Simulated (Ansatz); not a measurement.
**Quasiparticle gap of GaN (P6_3mc)**

How far does one-shot GW move the PBE gap of GaN (P6_3mc)?

Method: PBE, then G0W0 on it, plane waves, PAW, in Ansatz 0.2.0.

This is a report of a sequence of runs, with most program output left out.

The database entry behind the starting cell has ideal inner coordinates that were not refined, so it need not match the best structure at ambient conditions.

## 1. The starting structure

It takes space group P6_3mc (No. 186, hexagonal). Conventional cell: a = 3.190 Å, b = 3.190 Å, c = 5.189 Å, α = 90.00°, β = 90.00°, γ = 120.00°. Ga has 4 N at 1.95 Å nearest. Nearest to N lie 4 Ga at 1.95 Å. Farther neighbours and most contacts between anions are not listed.

The cell and positions come from the Crystallography Open Database and are kept as given unless a step says otherwise.

## 2. Bands along the symmetry lines

Levels along a band path and on the mesh show where this functional puts the band edges.

This step: DFT, PBE, plane waves, PAW; PAW set soft_1.

Input file input.yaml:

```yaml
crystal:
  lattice:
    - [3.19, 0.0, 0.0]
    - [-1.595, 2.7626210381, 0.0]
    - [0.0, 0.0, 5.189]
  atoms:
    - { symbol: Ga, position: [0.6666666667, 0.3333333333, 0.0] }
    - { symbol: Ga, position: [0.3333333333, 0.6666666667, 0.5] }
    - { symbol: "N", position: [0.6666666667, 0.3333333333, 0.375] }
    - { symbol: "N", position: [0.3333333333, 0.6666666667, 0.875] }
kpoints:
  mp_grid: { grid: [12, 12, 4] }
  band_path:
    path:
      - [[0.0, 0.0, 0.0], [0.5, 0.0, 0.0], [0.33333333, 0.33333333, 0.0], [0.0, 0.0, 0.0], [0.0, 0.0, 0.5], [0.5, 0.0, 0.5], [0.33333333, 0.33333333, 0.5], [0.0, 0.0, 0.5]]
      - [[0.5, 0.0, 0.5], [0.5, 0.0, 0.0]]
      - [[0.33333333, 0.33333333, 0.5], [0.33333333, 0.33333333, 0.0]]
    npoints: 10
hamiltonian:
  xc: pbe
  pseudopotentials: { kind: paw, azcp: { folder: soft_1 } }
scf:
  occupations: { method: fermi_dirac, width: 0.02 }
  n_extra_bands: 5
output:
  eigenvalues: true
  write_density: true
  write_potential: true
  elf: true
  volumetric_format: npy
```

Run with:

```console
> ansatz run input.yaml --threads 3 --pin off --max-ram 92160MiB --backend cuda --events-out ev --progress --plain --runs-dir out --devices 1 --max-vram 13GiB
```

It took 7.5 s on 1 × NVIDIA H100 80GB HBM3 (shared by 6 runs) with 3 threads of AMD EPYC 7R13 (Zen 3), shared host; peak memory 0.91 GiB; 4.1 s of CPU time.

This step gave:

- filled bands: 18
- gap: 1.891 eV
- valence top at: Γ
- conduction bottom at: Γ
- least direct gap: 1.891 eV

Over mesh and path the gap is 1.891 eV, direct, at k = Γ.

Electronic bands along the path, in eV, zero at the top of the highest nominally filled band:

```
    point  band 15  band 16  band 17  band 18  band 19  band 20  band 21  band 22
        Γ    -1.04    -0.06     0.00     0.00     1.89     4.24     9.18     9.88
  halfway    -2.86    -1.99    -0.74    -0.49     4.27     5.92     7.36     8.52
        M    -4.22    -2.74    -2.23    -0.98     5.06     5.54     6.04     8.58
  halfway    -4.24    -3.53    -2.39    -1.86     5.59     6.59     6.61     8.42
        K    -5.26    -3.00    -3.00    -2.69     5.13     7.78     7.78     8.40
  halfway    -3.67    -2.40    -1.01    -0.92     4.91     6.85     7.27     7.64
        Γ    -1.04    -0.06     0.00     0.00     1.89     4.24     9.18     9.88
  halfway    -0.90    -0.90    -0.16    -0.16     3.09     4.35     8.80     9.56
        A    -0.54    -0.54    -0.54    -0.54     4.23     4.23     8.48     8.48
  halfway    -2.08    -2.08    -1.29    -1.29     5.22     5.22     7.63     7.63
        L    -1.93    -1.93    -1.91    -1.91     4.39     4.39     7.77     7.77
  halfway    -3.19    -3.19    -1.60    -1.60     5.35     5.35     8.09     8.09
        H    -4.17    -4.17    -1.49    -1.49     6.42     6.42     7.30     7.30
  halfway    -2.11    -2.11    -1.81    -1.81     5.65     5.65     7.64     7.64
        A    -0.54    -0.54    -0.54    -0.54     4.23     4.23     8.48     8.48
jump to L    -1.93    -1.93    -1.91    -1.91     4.39     4.39     7.77     7.77
  halfway    -3.31    -2.51    -1.71    -1.28     4.29     5.09     7.54     7.83
        M    -4.22    -2.74    -2.23    -0.98     5.06     5.54     6.04     8.58
jump to H    -4.17    -4.17    -1.49    -1.49     6.42     6.42     7.30     7.30
  halfway    -4.97    -3.19    -2.20    -2.20     5.88     7.18     7.18     8.18
        K    -5.26    -3.00    -3.00    -2.69     5.13     7.78     7.78     8.40
```

ELF in the ac plane at fractional y = 0.333, with atoms of Ga and N within 0.2 Å of it. It is the smooth field of the valence electrons, not physical close to the nuclei.

Ten even steps from '0' (0.00) to '9' (0.83):
```
4677643210000022
5777753210000123
5777764322111223
6777764322222224
5666654322222223
4556543211111123
2344432110000011
1233221100000001
1122211100000001
1122211112222211
2222222345555432
2222223578888764
3222224799999985
4222236899889997
5222247997436998
5322248995104898
6311257996215898
5211247998768998
4210136899999986
2100124689999875
1000012455665543
1000012223333222
1111112222111222
2222222210000122
2344322210000022
3455533210120012
```
Columns run along a (3.2 Å), rows up along c (5.2 Å). Atoms in or near the plane, at fractional coordinates: Ga at (0.67, 0.00), N at (0.67, 0.38).

Valence density in the ac plane at fractional y = 0.333, with atoms of Ga and N within 0.2 Å of it. It is the smooth field of the valence electrons, not physical close to the nuclei.

Values in e/Å³, 22 rows by 16 columns, each cell a mean:
```
 0  0  0  0  0  0  0  1  2  9 23 26 13  4  1  1
 0  0  0  0  0  0  0  1  1  3  6  7  4  1  1  0
 0  0  0  0  0  0  0  0  1  1  1  1  1  1  0  0
 0  0  0  0  0  0  0  0  0  0  0  0  0  0  0  0
 0  0  0  0  0  0  0  0  0  0  0  0  0  0  0  0
 0  0  0  0  0  0  0  0  0  0  0  0  0  0  0  0
 0  0  0  0  0  0  0  0  0  0  0  0  0  0  0  0
 0  0  0  0  0  0  0  0  0  0  0  0  0  0  0  0
 0  0  0  0  0  0  0  0  0  0  0  0  0  0  0  0
 0  0  0  0  0  0  0  0  0  0  0  0  0  0  0  0
 0  0  0  0  0  0  0  0  1  1  1  1  1  1  1  0
 0  0  0  0  0  0  0  1  1  2  3  3  2  1  1  1
 0  0  0  0  0  0  1  1  2  3  3  3  3  2  1  1
 0  0  0  0  0  0  1  1  2  3  3  3  3  2  1  1
 0  0  0  0  0  0  0  1  2  3  3  3  3  2  1  1
 0  0  0  0  0  0  0  1  1  2  2  2  2  1  1  0
 0  0  0  0  0  0  0  0  1  1  1  1  1  1  0  0
 0  0  0  0  0  0  0  0  0  1  1  1  1  0  0  0
 0  0  0  0  0  0  0  0  1  1  1  1  1  1  0  0
 0  0  0  0  0  0  0  0  1  3  5  6  3  1  1  0
 0  0  0  0  0  0  0  1  2  8 20 23 12  3  1  0
 0  0  0  0  0  0  0  1  3 15 37 42 21  6  1  1
```
Columns run along a (3.2 Å), rows up along c (5.2 Å). Atoms in or near the plane, at fractional coordinates: Ga at (0.67, 0.00), N at (0.67, 0.38).

## 3. One-shot GW

G0W0 replaces the xc potential by a self-energy built once from the orbitals of the start. Levels are corrected in the window of bands that the input names, at points of the mesh.

This step: G0W0 on PBE, plane waves, PAW.

Input file input.yaml:

```yaml
crystal:
  lattice:
    - [3.19, 0.0, 0.0]
    - [-1.595, 2.7626210381, 0.0]
    - [0.0, 0.0, 5.189]
  atoms:
    - { symbol: Ga, position: [0.6666666667, 0.3333333333, 0.0] }
    - { symbol: Ga, position: [0.3333333333, 0.6666666667, 0.5] }
    - { symbol: "N", position: [0.6666666667, 0.3333333333, 0.375] }
    - { symbol: "N", position: [0.3333333333, 0.6666666667, 0.875] }
kpoints:
  mp_grid: { grid: [12, 12, 6] }
hamiltonian:
  xc: pbe
  pseudopotentials: { kind: paw, source: ansatz }
scf:
  occupations: { method: fixed }
gw:
  n_empty_bands: 190
  ecut_chi: 150
  qp_bands: [v2, c2]
  qp_kpoints: band_edges
  screening: { model: contour_deformation }
```

Elapsed: 6.8 min, on 1 × NVIDIA H100 80GB HBM3 (shared by 6 runs) with 3 threads; peak memory 3 GiB.

Numbers from this step:

| Property | Result |
| --- | --- |
| bands summed | 216 |
| RPA ε∞ on this mesh (eigenvalues) | 5.519, 5.519, 5.692 |
| plane waves in the screening matrix | 197 |
| q-points in the mesh | 864 |
| G0W0 gap over the corrected points | 3.044 eV |
| k of the valence top | 0, 0, 0 |
| k of the conduction bottom | 0, 0, 0 |
| starting gap on the mesh | 1.906 eV |
| Z at the valence top | 0.7738 |
| Z at the conduction bottom | 0.8099 |
| least direct G0W0 gap over the corrected points | 3.044 eV |

Over 27 of 76 irreducible mesh points the G0W0 gap is 3.044 eV, direct, at k = Γ. The PBE gap of this run on the mesh is 1.906 eV. The two states that bound the G0W0 gap lie that far apart at the start, so the correction of the gap is 3.044 − 1.906 = +1.138 eV. The start of this run differs from the step before in mesh (12×12×4 and 12×12×6), files (soft_1 PAW and hard PAW) and plane-wave cutoff (420 eV and 1020 eV).

Labels follow the order of the start: v1 is the top filled band, c1 the lowest empty one; levels that stay degenerate share a row, the window can cut a multiplet, doubted levels are not marked in this list, bands outside the window were not corrected, and the list may be a part of the corrected levels. The levels before and after the correction (eV, zero at the valence-band top of each column):

```
           conduction bottom  valence top
Kohn-Sham               1.91         0.00
     G0W0               3.04         0.00
```

```
             level  occupation  energy (eV)
Kohn-Sham  Γ v2-v1           2        0.000
Kohn-Sham     Γ c1           0        1.906
Kohn-Sham     Γ c2           0        4.254
     G0W0  Γ v2-v1           2        0.000
     G0W0     Γ c1           0        3.044
     G0W0     Γ c2           0        5.524
```

The parts of the quasiparticle energy for the two states that bound the G0W0 gap, in eV on the run's own scale (QP = start + Σx + Σc − Vxc, with Σc at the quasiparticle energy):

```
             edge  k  band   start       Σx      Σc      Vxc      Z      QP
      valence top  Γ    25  11.090  −23.777   2.917  −20.229  0.774  10.459
conduction bottom  Γ    27  12.996  −11.664  −3.571  −15.742  0.810  13.504
```

## 4. Spin-orbit coupling in PBE

This run has two-component orbitals with spin-orbit coupling.

This step: DFT, PBE with spin-orbit coupling, plane waves, PAW; PAW set soft_1.

Input file input.yaml:

```yaml
crystal:
  lattice:
    - [3.19, 0.0, 0.0]
    - [-1.595, 2.7626210381, 0.0]
    - [0.0, 0.0, 5.189]
  atoms:
    - { symbol: Ga, position: [0.6666666667, 0.3333333333, 0.0] }
    - { symbol: Ga, position: [0.3333333333, 0.6666666667, 0.5] }
    - { symbol: "N", position: [0.6666666667, 0.3333333333, 0.375] }
    - { symbol: "N", position: [0.3333333333, 0.6666666667, 0.875] }
kpoints:
  mp_grid: { grid: [12, 12, 4] }
  band_path:
    path:
      - [0.0, 0.0, 0.0]
      - [0.5, 0.0, 0.0]
      - [0.33333333, 0.33333333, 0.0]
      - [0.0, 0.0, 0.5]
      - [0.5, 0.0, 0.5]
      - [0.33333333, 0.33333333, 0.5]
    npoints: 1
hamiltonian:
  xc: pbe
  pseudopotentials: { kind: paw_fr, azcp: { folder: soft_1 } }
scf:
  occupations: { method: fixed }
  n_extra_bands: 10
magnetization:
  noncollinear: true
  spin_orbit: true
output:
  eigenvalues: true
```

It took 6.6 s on 1 × NVIDIA H100 80GB HBM3 (shared by 6 runs) with 3 threads; peak memory 0.93 GiB; 12 s of CPU time.

This step gave:

```
gap                  : 1.888 eV
valence top at       : Γ
conduction bottom at : Γ
least direct gap     : 1.888 eV
```

Over mesh and listed points the gap is 1.888 eV, direct, at k = Γ. PBE+SOC against PBE: 1.888 − 1.891 = −0.003 eV, with the same mesh, set of files (read in its fully relativistic form for the spin-orbit run) and cutoff, and both edges at the same k points. The spin-orbit run sees mesh and listed points alone, so its gap is an upper bound: the coupling can move an edge off these points, the more so as this crystal has no centre of inversion, and the change over the zone, its sign included where it is small, is not known.

## 5. Side by side

Each gap is the least one over the points named; times are wall times on shared hosts, not benchmarks. A G0W0 time includes the run's own self-consistent start. Runs with listed points see these and the mesh alone, so an edge that moves elsewhere is missed.

```
   level     mesh       files, cutoff  bands summed, screening                            points  gap (eV)  valence top  conduction bottom  least direct gap (eV)     time
     PBE  12×12×4  soft_1 PAW, 420 eV                        -                     mesh and path     1.891            Γ                  Γ                  1.891    7.5 s
 PBE+SOC  12×12×4  soft_1 PAW, 420 eV                        -            mesh and listed points     1.888            Γ                  Γ                  1.888    6.6 s
G0W0@PBE  12×12×6   hard PAW, 1020 eV              216, 150 eV  27 of 76 irreducible mesh points     3.044            Γ                  Γ                  3.044  6.8 min
```

## 6. Results

```json
{"PBE gap over mesh and path": "1.891 eV, direct, at k = Γ", "G0W0@PBE gap over 27 of 76 irreducible mesh points": "3.044 eV, direct, at k = Γ", "PBE+SOC gap over mesh and listed points": "1.888 eV", "GW settings": "12×12×6 mesh, 190 empty bands, screening to 150 eV, hard PAW files", "known limits": "finite bands, screening cutoff and k mesh; no spin-orbit coupling in G0W0; d shells not analysed"}
```

What this shows: Over 27 of 76 irreducible mesh points the G0W0 gap is 3.044 eV, direct, at k = Γ. The PBE gap of this run on the mesh is 1.906 eV. The two states that bound the G0W0 gap lie that far apart at the start, so the correction of the gap is 3.044 − 1.906 = +1.138 eV. The valence state moves by 10.459 − 11.090 = −0.631 eV and the conduction state by 13.504 − 12.996 = +0.508 eV, on the run's own scale; how far single levels stand from their limit in bands is not shown. Both edges that PBE shows over mesh and path lie at k points where levels were corrected. Levels at other points were not corrected, so a lower G0W0 gap elsewhere in the zone is not ruled out. No second run with other bands and screening cutoff is shown, so the distance to the basis limit is not known. PBE+SOC against PBE: 1.888 − 1.891 = −0.003 eV, with the same mesh, set of files (read in its fully relativistic form for the spin-orbit run) and cutoff, and both edges at the same k points. The spin-orbit run sees mesh and listed points alone, so its gap is an upper bound: the coupling can move an edge off these points, the more so as this crystal has no centre of inversion, and the change over the zone, its sign included where it is small, is not known. What spin-orbit coupling does to the G0W0 levels was not computed, so no sum with the G0W0 gap is formed. The G0W0 runs are scalar-relativistic. One-shot GW is known to converge slowly in bands for compounds with shallow d shells. The cell holds Ga; the filling of the d shell and its place against the gap were not analysed here. No pair of G0W0 runs that differ in the mesh alone is shown (12×12×6 is a supercell whose nearest images lie 31 Å apart), so the error from the mesh is not known here. G0W0 is shown with one set of atomic data (hard PAW), so the error from the files is not known here.

[Paths, hosts, dates, memory and timing lines, banners, echoed tables and standing remarks are left out of the program output.]

[Logs are printed without paths, hosts, clocks, repeated set-up lines and the standing remarks that a program may print on its own settings, such as how far it seeks lower states.]

[Runs of the session that timed out or met a known fault of the program may be left out.]

[Cells called generated may have been cut or substituted from an entry of the Crystallography Open Database or the Materials Project.]

[Hosts, paths, dates, database ids (printed as entryN), source tags and the programs' standing remarks are cut or masked in the printed files.]

[Where an RPA ε∞ is given, it is that of the G0W0 mesh and is not shown converged in it. Names of k-points follow the symmetry that the program found, which can be lower than the space group named. Band edges on a path are those of the sampled points; other points can move an edge, and change direct to indirect where valleys lie close.]

[Hybrid gaps are those of their k-mesh and are not shown converged in it.]
